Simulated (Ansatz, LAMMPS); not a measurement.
# Electronic structure of amorphous 63GeO2-24PbO-13Al2O3 (mol %) (115 atoms)

Wanted: forces, charges and levels of amorphous 63GeO2-24PbO-13Al2O3 (mol %) (115 atoms).

Main program and level: Ansatz 0.2.0; Kohn-Sham DFT, PBE, PAW (set soft_2), plane waves.

### 1. The structure

The cell holds 115 atoms: 24 Ge, 9 Pb, 10 Al and 72 O. Its edges and angles: a = 11.933 Å, b = 11.933 Å, c = 11.933 Å, α = 90.0°, β = 90.0°, γ = 90.0°. 115 atoms (24 Ge, 9 Sr, 10 Al, 72 O) placed at random at 3.86 g/cm³, melted at 5000 K for 10 ps at fixed volume with the Morse and Coulomb pair potential with partial charges (Pedone, Malavasi, Menziani, Cormack and Segre, J. Phys. Chem. B 110, 11780 (2006)). Quenched from 5000 K to 300 K at 100 K/ps and fixed volume, held 10 ps at zero pressure, then minimised at fixed cell. Then Sr was replaced by Pb and the cell scaled by 1.008 (the potential has no terms for the new elements, so the cell is a start for a DFT relaxation).

Limits known from the start: The quench rate of 100 K/ps is orders of magnitude faster than experiment, which tends to freeze in extra defects. The network of bonds at the start is that of the classical potential that made the cell, and needn't be the one that DFT or experiment would give. Sampling is at Γ alone, for a cell whose shortest periodic width is 12 Å. Spin–orbit coupling is left out, which matters for the levels of the heavy elements.

### 2. Making the structure

A classical potential makes the cell, at a small fraction of what the same run would cost in DFT.

This step: classical MD, Morse and Coulomb pair potential with partial charges (Pedone, Malavasi, Menziani, Cormack and Segre, J. Phys. Chem. B 110, 11780 (2006)) (LAMMPS 22 Jul 2025 - Update 4).

in.lmp

```
# melt-quench of Ge24Sr9Al10O72
units metal
atom_style charge
boundary p p p
region box block 0 11.9397 0 11.9397 0 11.9397
create_box 4 box
mass 1 72.6300   # Ge
mass 2 87.6200   # Sr
mass 3 26.9815   # Al
mass 4 15.9990   # O
create_atoms 1 random 24 562564 NULL overlap 1.5 maxtry 2000
create_atoms 2 random 9 562571 NULL overlap 1.5 maxtry 2000
create_atoms 3 random 10 562578 NULL overlap 1.5 maxtry 2000
create_atoms 4 random 72 562585 NULL overlap 1.5 maxtry 2000
pair_style hybrid/overlay pedone 5.5 coul/long 8.0
pair_coeff * * coul/long
pair_coeff 1 4 pedone 0.158118 2.294230 2.261313 5   # Ge-O
pair_coeff 2 4 pedone 0.019623 1.886000 3.328330 3   # Sr-O
pair_coeff 3 4 pedone 0.361581 1.900442 2.164818 0.9   # Al-O
pair_coeff 4 4 pedone 0.042395 1.379316 3.618701 22   # O-O
set type 1 charge 2.4
set type 2 charge 1.2
set type 3 charge 1.8
set type 4 charge -1.2
kspace_style pppm 1.0e-4
neigh_modify delay 0 every 1 check yes
thermo_style custom step time temp pe press density
thermo_modify norm yes
timestep 0.002
thermo 100
min_style cg
minimize 1e-4 1e-4 200 2000
reset_timestep 0
velocity all create 5000 562565 mom yes dist gaussian
# [... 14 lines left out ...]
thermo 1666
fix md all npt temp 300 300 0.2 iso 0 0 2
run 5000 post no
unfix md
thermo 100
min_style cg
minimize 0 1e-3 2000 20000
write_dump all custom glass.dump id type xs ys zs modify sort id
```

On the command line:

```bash
$ lmp -in in.lmp -log none -nocite
```

Numbers of over 12 decimals in the logs are rounded to 6 here.

Output:

```text
LAMMPS (22 Jul 2025 - Update 4)
Created orthogonal box = (0 0 0) to (11.9397 11.9397 11.9397)
Created 24 atoms
Created 9 atoms
Created 10 atoms
Created 72 atoms
PPPM initialization ...
  G vector (1/distance) = 0.37393042
  grid = 12 12 12
  estimated relative force accuracy = 8.4227747e-05
   Step          Time           Temp          PotEng         Press         Density
         0   0              0             -2.3138925      624661.21      3.8569526
        88   0.176          0             -14.215104      14813.23       3.8569526
Loop time of 0.221997 s on 1 MPI rank(s) for 88 steps with 115 atoms
Minimization stats:
  Stopping criterion = energy tolerance
[... 37 lines left out ...]
     33320   66.64          287.42439     -14.290774      3793.9769      3.9298661
     34500   69             300.47441     -14.296606      3567.5347      3.9565017
Loop time of 7.65421 s on 1 MPI rank(s) for 5000 steps with 115 atoms
   Step          Time           Temp          PotEng         Press         Density
     34500   69             300.47441     -14.296605      3567.4436      3.9565017
     34514   69.028         300.47441     -14.335367      1006.9882      3.9565017
Loop time of 0.0910441 s on 1 MPI rank(s) for 14 steps with 115 atoms
Minimization stats:
  Stopping criterion = linesearch alpha is zero
  Energy initial, next-to-last, final =
     -14.2966054815899  -14.3353674361661  -14.3353674361661
  Force two-norm initial, final = 14.50238 0.80707112
  Iterations, force evaluations = 14 63
```

Elapsed: 35 s, on 1 thread of Intel Xeon Platinum 8259CL at 2.50GHz (Skylake/Cascade Lake), shared host; peak memory 0.078 GiB.

### 3. Plane-wave single point

One self-consistent run at the given positions yields energy and forces.

input.yaml

```yaml
crystal:
  lattice:
    - [11.93342, 0.0, 0.0]
    - [0.0, 11.93342, 0.0]
    - [0.0, 0.0, 11.93342]
  atoms:
    - { symbol: Ge, position: [0.27172, 0.98648, 0.15804] }
    - { symbol: Ge, position: [0.55859, 0.73117, 0.153] }
    - { symbol: Ge, position: [0.67921, 0.97506, 0.71928] }
    - { symbol: Ge, position: [0.82255, 0.14555, 0.05294] }
    - { symbol: Ge, position: [0.41825, 0.19918, 0.84052] }
    - { symbol: Ge, position: [0.41016, 0.51375, 0.39485] }
    - { symbol: Ge, position: [0.58479, 0.5911, 0.7679] }
    - { symbol: Ge, position: [0.02637, 0.08203, 0.74041] }
    - { symbol: Ge, position: [0.7369, 0.88203, 0.97888] }
    - { symbol: Ge, position: [0.17384, 0.54174, 0.85456] }
    - { symbol: Ge, position: [0.66018, 0.38144, 0.61437] }
    - { symbol: Ge, position: [0.92281, 0.89468, 0.59314] }
    - { symbol: Ge, position: [0.04933, 0.13424, 0.2153] }
    - { symbol: Ge, position: [0.88964, 0.92168, 0.31365] }
    - { symbol: Ge, position: [0.70672, 0.1172, 0.40009] }
    - { symbol: Ge, position: [0.83786, 0.64609, 0.86639] }
    - { symbol: Ge, position: [0.29475, 0.99651, 0.73856] }
    - { symbol: Ge, position: [0.75557, 0.5197, 0.09681] }
    - { symbol: Ge, position: [0.92797, 0.66018, 0.26175] }
    - { symbol: Ge, position: [0.4805, 0.99028, 0.52782] }
    - { symbol: Ge, position: [0.79294, 0.60007, 0.50846] }
    - { symbol: Ge, position: [0.17003, 0.61942, 0.3994] }
    - { symbol: Ge, position: [0.08233, 0.35113, 0.40672] }
    - { symbol: Ge, position: [0.63877, 0.30291, 0.20346] }
    - { symbol: Pb, position: [0.43776, 0.84729, 0.91502] }
    - { symbol: Pb, position: [0.08146, 0.81844, 0.90622] }
    - { symbol: Pb, position: [0.2474, 0.67875, 0.14373] }
    - { symbol: Pb, position: [0.21114, 0.1064, 0.47741] }
    - { symbol: Pb, position: [0.58449, 0.0021, 0.20399] }
    - { symbol: Pb, position: [0.29532, 0.41163, 0.63782] }
    - { symbol: Pb, position: [0.31348, 0.72533, 0.63263] }
    - { symbol: Pb, position: [0.11664, 0.23419, 0.95556] }
    - { symbol: Pb, position: [0.98266, 0.39917, 0.67429] }
    - { symbol: Al, position: [0.38874, 0.20155, 0.09552] }
    - { symbol: Al, position: [0.80144, 0.22358, 0.78504] }
    - { symbol: Al, position: [0.36247, 0.83157, 0.34005] }
    - { symbol: Al, position: [0.49293, 0.24968, 0.44014] }
    - { symbol: Al, position: [0.02874, 0.65721, 0.65546] }
    - { symbol: Al, position: [0.40337, 0.40975, 0.18534] }
    - { symbol: Al, position: [0.42947, 0.55249, 0.95587] }
    - { symbol: Al, position: [0.56355, 0.37183, 0.97856] }
    - { symbol: Al, position: [0.81086, 0.36151, 0.40644] }
    - { symbol: Al, position: [0.58658, 0.7423, 0.4193] }
    - { symbol: O, position: [0.39759, 0.05247, 0.82717] }
    - { symbol: O, position: [0.30604, 0.56395, 0.48761] }
    - { symbol: O, position: [0.57807, 0.48943, 0.66476] }
    - { symbol: O, position: [0.7335, 0.19053, 0.15589] }
    - { symbol: O, position: [0.28926, 0.95569, 0.29946] }
    - { symbol: O, position: [0.35341, 0.52583, 0.25867] }
    - { symbol: O, position: [0.26197, 0.7349, 0.36823] }
    - { symbol: O, position: [0.96812, 0.632, 0.81327] }
    - { symbol: O, position: [0.79861, 0.21688, 0.44248] }
    - { symbol: O, position: [0.98905, 0.00586, 0.85498] }
    - { symbol: O, position: [0.26185, 0.86685, 0.78876] }
    - { symbol: O, position: [0.36898, 0.24024, 0.71527] }
    - { symbol: O, position: [0.72514, 0.11151, 0.73201] }
    - { symbol: O, position: [0.59323, 0.27774, 0.54435] }
    - { symbol: O, position: [0.07133, 0.6576, 0.28259] }
    - { symbol: O, position: [0.82558, 0.77358, 0.94231] }
    - { symbol: O, position: [0.62944, 0.78168, 0.286] }
    - { symbol: O, position: [0.42723, 0.11945, 0.46403] }
    - { symbol: O, position: [0.00346, 0.80284, 0.6664] }
    - { symbol: O, position: [0.15612, 0.62521, 0.96843] }
    - { symbol: O, position: [0.73816, 0.45669, 0.5081] }
    - { symbol: O, position: [0.94701, 0.39047, 0.43506] }
    - { symbol: O, position: [0.67382, 0.39869, 0.07418] }
    - { symbol: O, position: [0.13601, 0.30331, 0.53156] }
    - { symbol: O, position: [0.55854, 0.5111, 0.88982] }
    - { symbol: O, position: [0.60087, 0.19938, 0.32988] }
    - { symbol: O, position: [0.997, 0.0157, 0.2792] }
    - { symbol: O, position: [0.89546, 0.59127, 0.60844] }
    - { symbol: O, position: [0.0764, 0.2359, 0.3148] }
    - { symbol: O, position: [0.79292, 0.91176, 0.65421] }
    - { symbol: O, position: [0.80562, 0.21404, 0.92938] }
    - { symbol: O, position: [0.99611, 0.02116, 0.61238] }
    - { symbol: O, position: [0.15743, 0.5912, 0.71738] }
    - { symbol: O, position: [0.33736, 0.97288, 0.60071] }
    - { symbol: O, position: [0.62217, 0.83756, 0.06159] }
    [... 31 atom lines left out ...]
    - { symbol: O, position: [0.958, 0.16902, 0.10761] }
    - { symbol: O, position: [0.23661, 0.8814, 0.07055] }
    - { symbol: O, position: [0.87473, 0.56504, 0.16765] }
    - { symbol: O, position: [0.68879, 0.69982, 0.51485] }
    - { symbol: O, position: [0.48526, 0.69213, 0.76475] }
    - { symbol: O, position: [0.46788, 0.85853, 0.44626] }
kpoints:
  mp_grid: { grid: [1, 1, 1] }
hamiltonian:
  xc: pbe
scf:
  occupations: { method: fermi_dirac, width: 0.025 }
output:
  forces: true
  stress: true
  populations: true
  dos:
    method: { smearing: { sigma: 0.08 } }
    de: 0.1
    projected: { site_lists: { Al: [Al], Ge: [Ge], O: [O], Pb: [Pb] } }
  eigenvalues: true
  write_density: true
  write_potential: true
  volumetric_format: npy
```

On the command line:

```bash
$ ansatz run input.yaml --threads 8 --pin off --max-ram 15872MiB --backend cpu --events-out ev --progress --plain --runs-dir out
```

Output:

```text
Engine: ansatz 0.2.0, x86_64-unknown-linux-gnu
Pseudopotentials: kind: paw
Pseudopotential: Ge, paw, valence charge 14, recommended cutoff 420 eV (normal), Ge.paw.azcp
Pseudopotential: Pb, paw, valence charge 14, recommended cutoff 420 eV (normal), Pb.paw.azcp
Pseudopotential: Al, paw, valence charge 3, recommended cutoff 420 eV (normal), Al.paw.azcp
Pseudopotential: O, paw, valence charge 6, recommended cutoff 420 eV (normal), O.paw.azcp
[... 5 lines on functional and potentials left out ...]
Crystal: 115 atoms, lattice volume = 1699.397 Å³
Basis set: ecut = 420 eV, 33131 PW (Γ), exchange–correlation on 160×160×160 points (8 copies of the dense FFT grid, shifted against one another)
Bands: 577, of which v1, the nominal top of the filled ones, is band 462 counted from 1 (461 counted from 0)
Symmetry: 1 space group operations
Space group: P1 (ITA 1), of the structure as read, at distance tolerance 1.2e-4 Å
k-points: 1
[... 9 lines on functional and potentials left out ...]
Initial density: superposition of atomic densities (neutral atoms: chi_scale 0, normalization atom), corrected by the library's trained network
Initial wavefunctions: pseudopotential atomic-orbital guess
Functional: x = pbe(κ = 0.804, μ = 0.219515), c = pbe(β = 0.066725)
SCF iter   1: F=—  HF=-256483.217087 eV  |F-HF|=—  |Δ(HF+E_count)|=         —  Δρ=2.71e-3  dr2=1.64e-1  ethr=1.77e-3  ⟨swp⟩=6.0  Hψ=2339  notcnv=0  defer=19
preconditioner: auto → Resta (q_TF=auto, 2.465 Å⁻¹)  ε∞=3.1  [insulator: Δε(μ)=1.908 eV  Ē_g=19.048 eV  σ=0.025 eV  W_gap=1.00  n_scr=436 (ndim 8)  ℏωp=27.4 eV  f_vac=0.155  D(μ)=0.00/eV (n_scr^D=0)  ε∞_Penn≈3.1]
SCF iter   2: F=—  HF=-256483.215159 eV  |F-HF|=—  |Δ(HF+E_count)|=   1.93e-3  Δρ=1.50e-3  dr2=3.13e-2  ethr=1.77e-5  ⟨swp⟩=2.0  Hψ=1013  notcnv=0  defer=108
SCF iter   3: F=—  HF=-256483.216385 eV  |F-HF|=—  |Δ(HF+E_count)|=   1.23e-3  Δρ=6.61e-4  dr2=9.74e-3  ethr=3.38e-6  ⟨swp⟩=2.0  Hψ=767  notcnv=0  defer=108
SCF iter   4: F=—  HF=-256483.217156 eV  |F-HF|=—  |Δ(HF+E_count)|=   7.71e-4  Δρ=2.68e-4  dr2=1.32e-3  ethr=1.05e-6  ⟨swp⟩=2.0  Hψ=770  notcnv=0  defer=108
SCF iter   5: F=—  HF=-256483.217206 eV  |F-HF|=—  |Δ(HF+E_count)|=   4.99e-5  Δρ=1.44e-4  dr2=3.63e-4  ethr=1.43e-7  ⟨swp⟩=2.0  Hψ=785  notcnv=0  defer=108
SCF iter   6: F=—  HF=-256483.217237 eV  |F-HF|=—  |Δ(HF+E_count)|=   3.07e-5  Δρ=4.80e-5  dr2=4.39e-5  ethr=3.93e-8  ⟨swp⟩=2.0  Hψ=770  notcnv=0  defer=108
SCF iter   7: F=—  HF=-256483.217489 eV  |F-HF|=—  |Δ(HF+E_count)|=   2.52e-4  Δρ=3.02e-5  dr2=1.52e-5  ethr=4.75e-9  ⟨swp⟩=2.0  Hψ=967  notcnv=0  defer=108
SCF iter   8: F=—  HF=-256483.217491 eV  |F-HF|=—  |Δ(HF+E_count)|=   2.81e-6  Δρ=9.28e-6  dr2=1.50e-6  ethr=1.65e-9  ⟨swp⟩=2.0  Hψ=727  notcnv=0  defer=108
SCF iter   9: F=—  HF=-256483.217493 eV  |F-HF|=—  |Δ(HF+E_count)|=   1.34e-6  Δρ=5.35e-6  dr2=4.88e-7  ethr=1.62e-10  ⟨swp⟩=2.0  Hψ=890  notcnv=0  defer=108
SCF iter  10: F=-256483.217493 eV  HF=-256483.217493 eV  |F-HF|=2.06e-8  |Δ(HF+E_count)|=   1.82e-7  Δρ=1.70e-6  dr2=4.95e-8  ethr=1.08e-11  ⟨swp⟩=15.0  Hψ=4826  notcnv=0
SCF 1 converged in 10 iterations: F = -256483.217493 eV  dr2 = 4.95e-8
  greatest PAW one-centre occupation: 0.999 electrons in one spin orbital (limit 2), on the Ge atom at site 23 (counted from 0), in its partial waves of l = 2
SCF converged after 10 iterations
Free energy (F): -256483.217493 eV
Harris-Foulkes:  -256483.217493 eV  (|F-HF|=2.06e-8)
Internal energy: -256483.217493 eV  (E = F + TS)
E sigma→0 (E₀):  -256483.217493 eV
Fermi energy:    6.457242 eV
--- Per-component energies (eV) ---
  E_band       = -6571.523258
  E_kinetic    = 18185.641741
  E_local      = -117114.191875  (includes V_loc(G=0)·N_el)
  E_nonlocal   = 16951.617966
  E_hartree    = 49281.514089
  E_xc         = -9490.149642
  E_vxc        = -9787.577167  (∫ρ·V_xc dr)
  E_paw        = -158343.061476  (= ΣΔE_a)
  E_vpaw       = -13370.220603  (= ΣTr[D̂ρ^β])
  E_aug_tail   = 0.187013  (compensation charges beyond the density's cutoff)
  E_ewald      = -55954.775310
  E_smearing   = -0.000000  (= −TS)
  E_closure    = -0.000000  (closes the sum)
  Σ components = -256483.217493   (vs F -256483.217493, Δ=0.00e0)
--- Forces (eV/Å), atoms counted from 1 ---
  atom   1  Ge     0.19443176    -0.41085926     0.77423693
  atom   2  Ge     0.53101007    -1.17823336     1.31437683
  atom   3  Ge     1.96175409     1.54437475    -0.31278328
  atom   4  Ge    -0.88813491     0.31727840    -0.36413720
  atom   5  Ge     0.00201470     1.17879010     0.03125650
  atom   6  Ge     0.80062015     0.59261846    -0.73343888
  atom   7  Ge     1.11365447    -0.59870038     0.74788819
  atom   8  Ge    -0.73189831    -2.30863893     0.53433993
  atom   9  Ge     0.29802382    -0.22673420    -1.00926045
  atom  10  Ge     1.35587099    -0.04368569     1.22356286
  atom  11  Ge    -0.54003024    -0.11552231    -0.11935181
  atom  12  Ge    -0.53395975     0.82408832     0.41874176
  atom  13  Ge    -0.76577193    -0.76197819     0.60174497
  atom  14  Ge     0.14886545     0.59329074     1.04126153
[...]
atom 114  O     -1.69525779     1.54174392    -0.27131319
  atom 115  O      0.15071180    -0.24620287     0.53092922
  max |Σ_I F_I| component: 1.33e-4 eV/Å
--- Stress (GPa, compression-positive) ---
        3.596019       0.037779      -0.595560
        0.037779       3.574689      -0.488938
       -0.595562      -0.488941       5.413000
  P = ⅓ Tr σ = 4.1946 GPa (41.946 kbar)
--- Band table (eV) ---
  k-point 0: bands = ["-19.9730", "-19.9661", "-19.8904", "-19.7972", [... 561 levels ...], "14.4641", "14.4923", "14.5379", "14.6135", "14.6498", "14.6641", "14.7119", "14.7403", "14.7671", "14.8081", "14.8428", "14.8864"]
--- Löwdin populations: 115 sites ---
  site symbol       q [e]
     0     Ge     12.4396
     1     Ge     12.4654
     2     Ge     12.3686
[...]
114      O      6.7729
  spilling = 0.005204 (of n_electrons = 924.000000)
```

Wall time 35 s (8 threads of Intel Xeon Platinum 8259CL at 2.50GHz (Skylake/Cascade Lake), shared host); peak memory 2.8 GiB; 4.1 min of CPU time.

The run gave:

| Item | Value |
| --- | --- |
| free energy | -256483.2175 eV |
| free energy per atom | -2230.2888 eV/atom |
| SCF cycles | 10 |
| pressure | 4.195 GPa |
| r.m.s. force component | 0.8476 eV/Å |
| longest force | 2.817 eV/Å |
| Fermi energy | 6.457 eV |
| gap (highest filled to lowest empty level) | 1.75 eV |
| spilling of the projection | 0.005204 |

Length of the force by element:

| element | coordination | atoms | mean length of the force (eV/Å) | spread | least | most |
| --- | --- | --- | --- | --- | --- | --- |
| Al | all | 10 | 1.22 | 0.507 | 0.458 | 2.09 |
| Ge | all | 24 | 1.44 | 0.452 | 0.565 | 2.52 |
| O | all | 72 | 1.45 | 0.521 | 0.350 | 2.82 |
| Pb | all | 9 | 0.601 | 0.327 | 0.128 | 1.14 |

Löwdin charges by element (they lack the spilled electrons, 0.042 e an atom on average):

| element | coordination | atoms | mean charge (e) | spread | least | most |
| --- | --- | --- | --- | --- | --- | --- |
| Al | all | 10 | 1.30 | 0.0458 | 1.19 | 1.35 |
| Ge | all | 24 | 1.58 | 0.0412 | 1.50 | 1.64 |
| O | all | 72 | -0.781 | 0.0316 | -0.912 | -0.731 |
| Pb | all | 9 | 1.11 | 0.0271 | 1.06 | 1.16 |

Density of states as counts of states in windows of 1 eV (from the Fermi level), total and the larger projections:

| from (eV) | to (eV) | total | O p | Ge p | Pb p | Ge s | O s | Pb d |
| --- | --- | --- | --- | --- | --- | --- | --- | --- |
| -18 | -17 | 79.5 | 0.3 | 1.8 | 0.2 | 0.3 | 16.4 | 58.9 |
| -17 | -16 | 20.1 | 0.1 | 0.3 | 0.0 | 0.1 | 4.3 | 14.8 |
| -16 | -12 | 0.0 | 0.0 | 0.0 | 0.0 | 0.0 | 0.0 | 0.0 |
| -12 | -11 | 4.1 | 2.3 | 0.1 | 0.0 | 1.3 | 0.2 | 0.0 |
| -11 | -10 | 12.0 | 6.9 | 0.5 | 0.0 | 3.4 | 0.8 | 0.0 |
| -10 | -9 | 19.7 | 9.8 | 1.1 | 0.1 | 3.3 | 1.1 | 0.0 |
| -9 | -8 | 24.0 | 10.9 | 1.4 | 0.1 | 2.3 | 1.2 | 0.0 |
| -8 | -7 | 26.7 | 18.2 | 3.8 | 0.2 | 0.7 | 0.6 | 0.0 |
| -7 | -6 | 40.7 | 30.2 | 6.0 | 0.5 | 0.5 | 0.9 | 0.0 |
| -6 | -5 | 44.3 | 34.3 | 4.4 | 1.4 | 0.3 | 1.4 | 0.0 |
| -5 | -4 | 68.9 | 58.3 | 3.0 | 2.4 | 0.3 | 1.7 | 0.0 |
| -4 | -3 | 90.5 | 82.3 | 1.5 | 1.8 | 0.2 | 1.2 | 0.1 |
| -3 | -2 | 78.8 | 73.8 | 0.8 | 0.8 | 0.1 | 0.6 | 0.0 |
| -2 | -1 | 37.8 | 35.5 | 0.4 | 0.3 | 0.0 | 0.2 | 0.0 |
| -1 | 0 | 2.3 | 2.2 | 0.0 | 0.0 | 0.0 | 0.0 | 0.0 |
| 0 | 1 | 2.0 | 0.3 | 0.1 | 1.4 | 0.1 | 0.1 | 0.0 |
| 1 | 2 | 15.5 | 2.2 | 0.6 | 8.7 | 1.7 | 1.6 | 0.0 |
| 2 | 3 | 22.3 | 3.7 | 1.3 | 11.2 | 2.8 | 2.0 | 0.0 |
| 3 | 4 | 29.3 | 5.2 | 2.4 | 12.9 | 4.8 | 2.3 | 0.0 |
| 4 | 5 | 20.0 | 3.8 | 2.6 | 5.3 | 4.1 | 1.7 | 0.0 |

The curve was stored every 0.10 eV, coarse against its broadening of 0.08 eV, so these counts are rough.

Between -26 and -18 eV lie 343 more states.

The levels nearest the highest filled one (over half full), pooled over k-points and spins:

| level less the highest filled one (eV) | occupation |
| --- | --- |
| -0.566 | 2 |
| -0.548 | 2 |
| -0.474 | 2 |
| -0.456 | 2 |
| -0.159 | 2 |
| 0 | 2 |
| 1.75 | 0 |
| 2.07 | 0 |
| 2.26 | 0 |
| 2.39 | 0 |
| 2.43 | 0 |
| 2.45 | 0 |

[end of part 1 of 2]

[Logs are printed without paths, hosts, clocks, repeated set-up lines and the standing remarks that a program may print on its own settings, such as how far it seeks lower states.]

[Hosts, paths, dates, database ids (printed as entryN), source tags and the programs' standing remarks are cut or masked in the printed files.]
